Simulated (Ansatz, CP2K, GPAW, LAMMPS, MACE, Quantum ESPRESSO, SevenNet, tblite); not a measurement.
## CP2K on amorphous Ge (61 atoms): settings against a plane-wave reference

Wanted: CP2K inputs and outputs for amorphous Ge (61 atoms), checked against a plane-wave reference.

Method: the method is named at each step, in CP2K 2026.2.

## Step 1: Starting point

The cell holds 61 atoms: 61 Ge. Its edges and angles: a = 11.144 Å, b = 11.144 Å, c = 11.144 Å, α = 90.0°, β = 90.0°, γ = 90.0°. 61 atoms (61 Ge) placed at random at 5.32 g/cm³, melted at 3500 K for 10 ps at fixed volume with the Tersoff potential (Tersoff, Phys. Rev. B 39, 5566 (1989)). Quenched from 3500 K to 300 K at 3 K/ps and fixed volume, annealed at 1000 K for 20 ps, held 5 ps, then minimised at fixed cell.

The yardstick, on the same geometry:

| Property | Result |
| --- | --- |
| method | Kohn-Sham DFT, PBE, SSSP efficiency 1.3.0 pseudopotentials, plane waves (Quantum ESPRESSO 7.5); sssp-pbe-1.3.0-efficiency, cutoffs 45/360 Ry, Γ point |
| r.m.s. force component | 0.2394 eV/Å |
| longest force | 0.904 eV/Å |
| pressure | 3.959 GPa |
| time | 3.6 min on 4 MPI ranks of Arm Neoverse V1, shared host |
| CPU time | 15 min |

## Step 2: PBE, DZVP-UZH, 350/50 Ry, diagonalisation

Method: Kohn-Sham DFT, PBE, GTH-PBE pseudopotentials, Gaussian and plane waves, DZVP-MOLOPT (UZH set), diagonalisation.

File input.inp:

```
&GLOBAL
  PROJECT cell
  RUN_TYPE ENERGY_FORCE
  PRINT_LEVEL LOW
&END GLOBAL
&FORCE_EVAL
  METHOD QS
  STRESS_TENSOR ANALYTICAL
  &DFT
    BASIS_SET_FILE_NAME BASIS_MOLOPT_UZH
    POTENTIAL_FILE_NAME POTENTIAL_UZH
    &MGRID
      CUTOFF 350
      REL_CUTOFF 50
    &END MGRID
    &QS
      EPS_DEFAULT 1.0E-12
    &END QS
    &SCF
      SCF_GUESS ATOMIC
      EPS_SCF 5.0E-06
      MAX_SCF 200
      ADDED_MOS 27
      &DIAGONALIZATION
        ALGORITHM STANDARD
      &END DIAGONALIZATION
      &SMEAR ON
        METHOD FERMI_DIRAC
        ELECTRONIC_TEMPERATURE [K] 580
      &END SMEAR
      &MIXING
        METHOD BROYDEN_MIXING
        ALPHA 0.15
        NBROYDEN 12
      &END MIXING
      &PRINT
        &RESTART OFF
        &END RESTART
      &END PRINT
    &END SCF
    &XC
      &XC_FUNCTIONAL PBE
      &END XC_FUNCTIONAL
    &END XC
    &PRINT
      &MULLIKEN ON
      &END MULLIKEN
      &HIRSHFELD ON
        SHAPE_FUNCTION DENSITY
      &END HIRSHFELD
      &MO ON
        EIGENVALUES T
        OCCUPATION_NUMBERS T
        MO_INDEX_RANGE 111 134
        &EACH
          QS_SCF 0
        &END EACH
        ADD_LAST NUMERIC
      &END MO
    &END PRINT
  &END DFT
  &SUBSYS
    &CELL
      A 11.14390 0.00000 0.00000
      B 0.00000 11.14390 0.00000
      C 0.00000 0.00000 11.14390
    &END CELL
    &COORD
      SCALED
      Ge 0.59972 0.88697 0.34553
      Ge 0.69605 0.68236 0.59229
      Ge 0.37635 0.48686 0.85360
      Ge 0.89354 0.28834 0.52751
      Ge 0.11670 0.64033 0.93719
      Ge 0.76330 0.62602 0.90529
      Ge 0.54524 0.32401 0.80971
      Ge 0.28361 0.10880 0.17566
      Ge 0.58244 0.95557 0.14009
      Ge 0.26895 0.69118 0.76619
      Ge 0.15538 0.26668 0.07557
      Ge 0.55902 0.21788 0.37832
      Ge 0.27477 0.89098 0.11784
      Ge 0.65920 0.93524 0.82660
      Ge 0.10725 0.86150 0.99030
      Ge 0.92365 0.63885 0.05702
      Ge 0.56440 0.49371 0.15116
      Ge 0.66680 0.05179 0.47468
      Ge 0.95178 0.94777 0.66782
      Ge 0.88607 0.00370 0.45177
      Ge 0.70094 0.37228 0.45193
      Ge 0.92080 0.82768 0.32704
      Ge 0.30012 0.46162 0.42956
      Ge 0.03274 0.44104 0.62236
      Ge 0.43991 0.85726 0.79708
      Ge 0.61766 0.11281 0.69391
      Ge 0.59421 0.30263 0.03688
      Ge 0.25443 0.95013 0.52033
      Ge 0.99750 0.17496 0.37182
      Ge 0.80911 0.78630 0.74642
      Ge 0.83199 0.46486 0.76411
      Ge 0.83756 0.14675 0.68525
      Ge 0.28218 0.74342 0.28134
      Ge 0.41138 0.83206 0.43006
      Ge 0.11022 0.00628 0.82160
      Ge 0.30456 0.01225 0.72195
      Ge 0.24301 0.47329 0.04535
      Ge 0.09671 0.72320 0.39995
      Ge 0.99630 0.64095 0.74334
      Ge 0.36138 0.25564 0.46569
      Ge 0.95937 0.27713 0.17847
      Ge 0.73875 0.72158 0.38204
      Ge 0.72709 0.52192 0.29663
      Ge 0.21121 0.11920 0.38452
      Ge 0.11566 0.79210 0.60818
      Ge 0.45918 0.82202 0.01642
      Ge 0.49146 0.74240 0.60838
      Ge 0.35733 0.53918 0.22604
      Ge 0.63661 0.46561 0.64133
      Ge 0.54723 0.61816 0.97268
      Ge 0.09735 0.21929 0.87410
      Ge 0.76008 0.98928 0.02544
      Ge 0.88811 0.26889 0.85452
      Ge 0.91995 0.85817 0.10870
      Ge 0.79632 0.20819 0.04042
      Ge 0.21350 0.34939 0.74177
[... 1 atom lines left out ...]
      Ge 0.40274 0.54146 0.62063
      Ge 0.93247 0.48849 0.22911
      Ge 0.49944 0.15586 0.17245
      Ge 0.07795 0.50845 0.41198
    &END COORD
    &KIND Ge
      BASIS_SET DZVP-MOLOPT-PBE-GTH-q4
      POTENTIAL GTH-PBE-q4
    &END KIND
  &END SUBSYS
  &PRINT
    &FORCES ON
    &END FORCES
    &STRESS_TENSOR ON
    &END STRESS_TENSOR
  &END PRINT
&END FORCE_EVAL
```

On the command line:

```console
> OMP_NUM_THREADS=2 cp2k.psmp -i input.inp > output.txt
```

Log:

```text
CP2K| version string:                                       CP2K version 2026.2
 CP2K| Input file name                                                 input.inp
 GLOBAL| Basis set file name                                    BASIS_MOLOPT_UZH
 GLOBAL| Potential file name                                       POTENTIAL_UZH
 GLOBAL| Run type                                                   ENERGY_FORCE
 GLOBAL| Total number of message passing processes                             1
 GLOBAL| Number of threads for this process                                    2
 TOTAL NUMBERS AND MAXIMUM NUMBERS
  Total number of            - Atomic kinds:                                   1
                             - Atoms:                                         61
                             - Shell sets:                                    61
                             - Shells:                                       305
                             - Primitive Cartesian functions:                244
                             - Cartesian basis functions:                    854
                             - Spherical basis functions:                    793
  Maximum angular momentum of the orbital basis functions:                     2
 SCF PARAMETERS         Density guess:                                    ATOMIC
                        max_scf:                                             200
                        eps_scf:                                        5.00E-06
                        added MOs                                        27    0
                        Mixing method:                            BROYDEN_MIXING
                                                charge density mixing in g-space
                        Smear method:                                FERMI_DIRAC
                        Electronic temperature [K]:                        580.0
                        Electronic temperature [a.u.]:                  1.84E-03
                        Accuracy threshold:                             1.00E-10
 Extrapolation method: initial_guess
 Number of electrons:                                                        244
 Number of occupied orbitals:                                                122
 Number of molecular orbitals:                                               149
 Number of orbital functions:                                                793
 Number of independent orbital functions:                                    793
 SCF WAVEFUNCTION OPTIMIZATION
  Step     Update method      Time    Convergence         Total energy    Change
     1 NoMix/Diag. 0.15E+00    2.9     0.42231901      -243.5272564200 -2.44E+02
     2 Broy./Diag. 0.15E+00    3.8     0.02945246      -238.1395711502  5.39E+00
     3 Broy./Diag. 0.15E+00    3.9     0.11242834      -238.3113798152 -1.72E-01
     4 Broy./Diag. 0.15E+00    3.9     0.06077705      -239.0944905762 -7.83E-01
[...]
14 Broy./Diag. 0.15E+00    4.1     0.00002860      -239.1113614505 -7.17E-04
    15 Broy./Diag. 0.15E+00    4.1     0.00000484      -239.1115832958 -2.22E-04
  *** SCF run converged in    15 steps ***
  Electronic density on regular grids:       -244.0000000000        0.0000000000
  Core density on regular grids:              243.9999999991       -0.0000000009
  Total charge density on r-space grids:       -0.0000000009
  Total charge density g-space grids:          -0.0000000009
  Overlap energy of the core charge distribution:               4.59518e-07
  Self energy of the core charge distribution:               -509.442073
  Core Hamiltonian energy:                                    120.804394
  Hartree energy:                                             220.883994
  Exchange-correlation energy:                                -71.352255
  Electronic entropic energy:                                  -0.00564311
  Fermi energy:                                                 0.162894
  Total energy:                                              -239.111583
  Total energy (extrapolated to T->0):                       -239.108762
 MO| EIGENVALUES AND OCCUPATION NUMBERS
 MO|
 MO|  Index      Eigenvalue [a.u.]        Eigenvalue [eV]             Occupation
 MO|    111               0.119293               3.246119               2.000000
 MO|    112               0.122647               3.337406               2.000000
 MO|    113               0.124483               3.387356               2.000000
[...]
MO|    133               0.203641               5.541365               0.000000
 MO|    134               0.205300               5.586501               0.000000
 MO| Sum:                                                             244.000000
 MO| E(Fermi):            0.162894 a.u.          4.432572 eV
 !-----------------------------------------------------------------------------!
                     Mulliken Population Analysis
 #  Atom  Element  Kind  Atomic population                           Net charge
       1     Ge       1          4.081206                             -0.081206
       2     Ge       1          3.962013                              0.037987
       3     Ge       1          4.178730                             -0.178730
[...]
60     Ge       1          4.000090                             -0.000090
      61     Ge       1          3.964361                              0.035639
 # Total charge                            244.000000                  0.000000
 !-----------------------------------------------------------------------------!
 !-----------------------------------------------------------------------------!
                           Hirshfeld Charges
  #Atom  Element  Kind  Ref Charge     Population                    Net charge
      1       Ge     1       4.000          4.008                        -0.008
      2       Ge     1       4.000          4.004                        -0.004
      3       Ge     1       4.000          4.014                        -0.014
[...]
60       Ge     1       4.000          4.011                        -0.011
     61       Ge     1       4.000          3.993                         0.007
  Total Charge                                                           -0.000
 !-----------------------------------------------------------------------------!
 ENERGY| Total FORCE_EVAL ( QS ) energy [hartree]           -239.111603
 FORCES| Atomic forces [hartree/bohr]
 FORCES|   Atom     x               y               z               |f|
 FORCES|      1 -5.36550234E-03  1.24186525E-04 -5.45401260E-03   7.65181620E-03
 FORCES|      2  6.26731245E-03 -5.28104318E-03 -2.84334782E-03   8.67486307E-03
 FORCES|      3  8.60302058E-03 -3.63701205E-03  3.06379869E-03   9.82988719E-03
[...]
FORCES|     60 -1.76888660E-03 -4.08522181E-03  9.54545994E-04   4.55292819E-03
 FORCES|     61  1.22501949E-03 -6.36477121E-04 -3.27354940E-03   3.55273156E-03
 FORCES| Sum    -6.18836976E-07 -6.62463452E-07  1.36048251E-07
 FORCES| Total atomic force                                       9.16693053E-07
 STRESS| Analytical stress tensor [bar]
 STRESS|                        x                   y                   z
 STRESS|      x        5.10408822485E+04   9.71523096666E+03  -1.28530047615E+04
 STRESS|      y        9.71523096666E+03   5.51497699388E+04   8.28799271469E+03
 STRESS|      z       -1.28530047615E+04   8.28799271469E+03   4.05331251857E+04
 STRESS| 1/3 Trace                                             4.89079257910E+04
```

Wall time 72 s (2 threads of Arm Neoverse V1, shared host); peak memory 1.8 GiB; 2.2 min of CPU time.

Banners and routine set-up lines are dropped from the logs; longer cuts are marked.

Numbers from this run, and their distance from the reference:

```
r.m.s. force component                  : 0.245 eV/Å
r.m.s. difference of force components   : 25.05 meV/Å
longest difference of force vectors     : 84.17 meV/Å
force difference over r.m.s. force      : 10.46 %
slope of forces against the reference's : 1.018
correlation of force components         : 0.9949
pressure                                : 4.891 GPa
pressure difference                     : 0.9321 GPa
```

A closer look about Ge37, whose charge lies farthest from its element's mean: 14 atoms, nearest first, numbered in the order of the input, with positions taken from that point.

```csv
atom,x,y,z,distance (Å),bonds,Hirshfeld charge (e),Fx,Fy,Fz (eV/Å)
Ge37,0.00,0.00,0.00,0.00,4,0.03,-0.26,-0.01,-0.28
Ge48,1.27,0.73,2.01,2.49,4,0.00,0.27,0.03,0.13
Ge11,-0.98,-2.30,0.34,2.52,4,0.00,0.10,0.00,0.20
Ge3,1.49,0.15,-2.14,2.61,6,-0.01,0.44,-0.19,0.16
Ge5,-1.41,1.86,-1.21,2.63,5,-0.01,-0.13,-0.21,0.11
Ge56,-0.33,-1.38,-3.38,3.67,4,0.00,-0.32,0.11,-0.19
Ge17,3.58,0.23,1.18,3.78,4,-0.01,-0.02,0.08,-0.02
Ge51,-1.62,-2.83,-1.91,3.78,4,-0.03,-0.06,0.02,-0.17
Ge50,3.39,1.61,-0.81,3.84,4,0.00,-0.33,0.52,-0.28
Ge10,0.29,2.43,-3.11,3.96,5,0.02,0.06,0.21,-0.08
Ge16,-3.56,1.84,0.13,4.01,4,0.01,-0.25,-0.17,0.50
Ge33,0.44,3.01,2.63,4.02,4,0.00,-0.24,-0.39,-0.37
Ge59,-3.46,0.17,2.05,4.02,4,0.01,0.35,0.14,0.00
Ge41,-3.16,-2.19,1.48,4.12,4,0.00,-0.21,-0.29,0.10
```

Forces lie 10 % from the reference's, at 0.15 times its CPU time (on 2 against 4 cores).

## Step 3: PBE, DZVP-MOLOPT (SR for Ge), 350/50 Ry, diagonalisation

Method: Kohn-Sham DFT, PBE, GTH-PBE pseudopotentials, Gaussian and plane waves, DZVP-MOLOPT-GTH, diagonalisation.

Changes to input.inp since step 2:

```diff
@@ -9,4 +9,4 @@
   &DFT
-    BASIS_SET_FILE_NAME BASIS_MOLOPT_UZH
-    POTENTIAL_FILE_NAME POTENTIAL_UZH
+    BASIS_SET_FILE_NAME BASIS_MOLOPT
+    POTENTIAL_FILE_NAME GTH_POTENTIALS
     &MGRID
@@ -67,8 +67,8 @@
     &END CELL
-    &COORD
-      SCALED
-[... 61 atom lines left out: the same atoms as in the first run ...]
-    &END COORD
+    &TOPOLOGY
+      COORD_FILE_NAME structure.xyz
+      COORD_FILE_FORMAT XYZ
+    &END TOPOLOGY
     &KIND Ge
-      BASIS_SET DZVP-MOLOPT-PBE-GTH-q4
+      BASIS_SET DZVP-MOLOPT-SR-GTH-q4
       POTENTIAL GTH-PBE-q4
```

File structure.xyz:

```xyz
61

Ge 6.68322 9.88430 3.85055
Ge 7.75671 7.60415 6.60042
Ge 4.19401 5.42552 9.51243
Ge 9.95752 3.21323 5.87852
Ge 1.30049 7.13577 10.44395
Ge 8.50614 6.97630 10.08846
Ge 6.07610 3.61074 9.02333
Ge 3.16052 1.21246 1.95754
Ge 6.49065 10.64878 1.56115
Ge 2.99715 7.70244 8.53834
Ge 1.73154 2.97186 0.84214
Ge 6.22966 2.42803 4.21596
Ge 3.06201 9.92899 1.31320
Ge 7.34606 10.42222 9.21155
Ge 1.19518 9.60047 11.03580
Ge 10.29306 7.11928 0.63543
Ge 6.28962 5.50185 1.68451
Ge 7.43075 0.57714 5.28979
Ge 10.60654 10.56185 7.44212
Ge 9.87428 0.04123 5.03448
[... 37 atom lines left out ...]
Ge 4.48809 6.03398 6.91624
Ge 10.39135 5.44368 2.55318
Ge 5.56571 1.73689 1.92177
Ge 0.86867 5.66612 4.59106
```

Log:

```text
CP2K| version string:                                       CP2K version 2026.2
 CP2K| Input file name                                                 input.inp
 GLOBAL| Basis set file name                                        BASIS_MOLOPT
 GLOBAL| Potential file name                                      GTH_POTENTIALS
 GLOBAL| Run type                                                   ENERGY_FORCE
 GLOBAL| Total number of message passing processes                             1
 GLOBAL| Number of threads for this process                                    2
 TOTAL NUMBERS AND MAXIMUM NUMBERS
  Total number of            - Atomic kinds:                                   1
                             - Atoms:                                         61
[... lines left out ...]
                        Smear method:                                FERMI_DIRAC
[... lines left out ...]
 Number of electrons:                                                        244
[... lines left out ...]
  Step     Update method      Time    Convergence         Total energy    Change
[... lines left out ...]
  *** SCF run converged in    15 steps ***
[... lines left out ...]
  Fermi energy:                                                 0.163807
  Total energy:                                              -239.096535
  Total energy (extrapolated to T->0):                       -239.093712
[... lines left out ...]
 MO| E(Fermi):            0.163807 a.u.          4.457425 eV
[... lines left out ...]
 !-----------------------------------------------------------------------------!
 !-----------------------------------------------------------------------------!
                           Hirshfeld Charges
  #Atom  Element  Kind  Ref Charge     Population                    Net charge
      1       Ge     1       4.000          4.008                        -0.008
      2       Ge     1       4.000          4.004                        -0.004
      3       Ge     1       4.000          4.014                        -0.014
[...]
60       Ge     1       4.000          4.011                        -0.011
     61       Ge     1       4.000          3.993                         0.007
  Total Charge                                                           -0.000
 !-----------------------------------------------------------------------------!
 ENERGY| Total FORCE_EVAL ( QS ) energy [hartree]           -239.096623
 FORCES| Atomic forces [hartree/bohr]
 FORCES|   Atom     x               y               z               |f|
 FORCES|      1 -5.18226988E-03  2.42434502E-04 -5.39435642E-03   7.48423522E-03
 FORCES|      2  6.36409336E-03 -5.47221731E-03 -2.69122485E-03   8.81416688E-03
 FORCES|      3  8.71094723E-03 -3.68188885E-03  3.38628305E-03   1.00450893E-02
[...]
FORCES|     60 -1.48744969E-03 -4.07356774E-03  9.70356956E-04   4.44387818E-03
 FORCES|     61  1.13540298E-03 -8.33284207E-04 -3.39443730E-03   3.67501117E-03
 FORCES| Sum    -5.70484226E-07 -5.93337590E-07  1.99172913E-07
 FORCES| Total atomic force                                       8.46859845E-07
 STRESS| Analytical stress tensor [bar]
 STRESS|                        x                   y                   z
 STRESS|      x        5.36808195317E+04   9.59410080865E+03  -1.25885517994E+04
 STRESS|      y        9.59410080865E+03   5.74860381643E+04   8.28190485917E+03
 STRESS|      z       -1.25885517994E+04   8.28190485917E+03   4.30197648631E+04
 STRESS| 1/3 Trace                                             5.13955408530E+04
```

The job ended after 53 s (2 threads; peak memory 1.8 GiB; 93 s of CPU time).

Numbers from this run, and their distance from the reference:

```
r.m.s. force component                  : 0.2445 eV/Å
r.m.s. difference of force components   : 21.47 meV/Å
longest difference of force vectors     : 70.36 meV/Å
force difference over r.m.s. force      : 8.968 %
slope of forces against the reference's : 1.018
correlation of force components         : 0.9963
pressure                                : 5.14 GPa
pressure difference                     : 1.181 GPa
```

Against the first run (10 %), the force difference from the reference is 9.0 %, at 0.71 times the CPU time, with 793 basis functions against 793.

[end of part 1 of 3]

[Long decimals in the printed logs are rounded to 6 places.]

[Also dropped from logs without a mark: lines with file paths, logging warnings of Python, QE's lines on negative density and diagonalisation, SIESTA's first energy breakdown, zero terms and Voronoi charges.]

[Logs are printed without paths, hosts, clocks, repeated set-up lines and the standing remarks that a program may print on its own settings, such as how far it seeks lower states.]

[Hosts, paths, dates, database ids (printed as entryN), source tags and the programs' standing remarks are cut or masked in the printed files.]

[Most failed runs of this program on this cell are left out, timed-out ones always.]
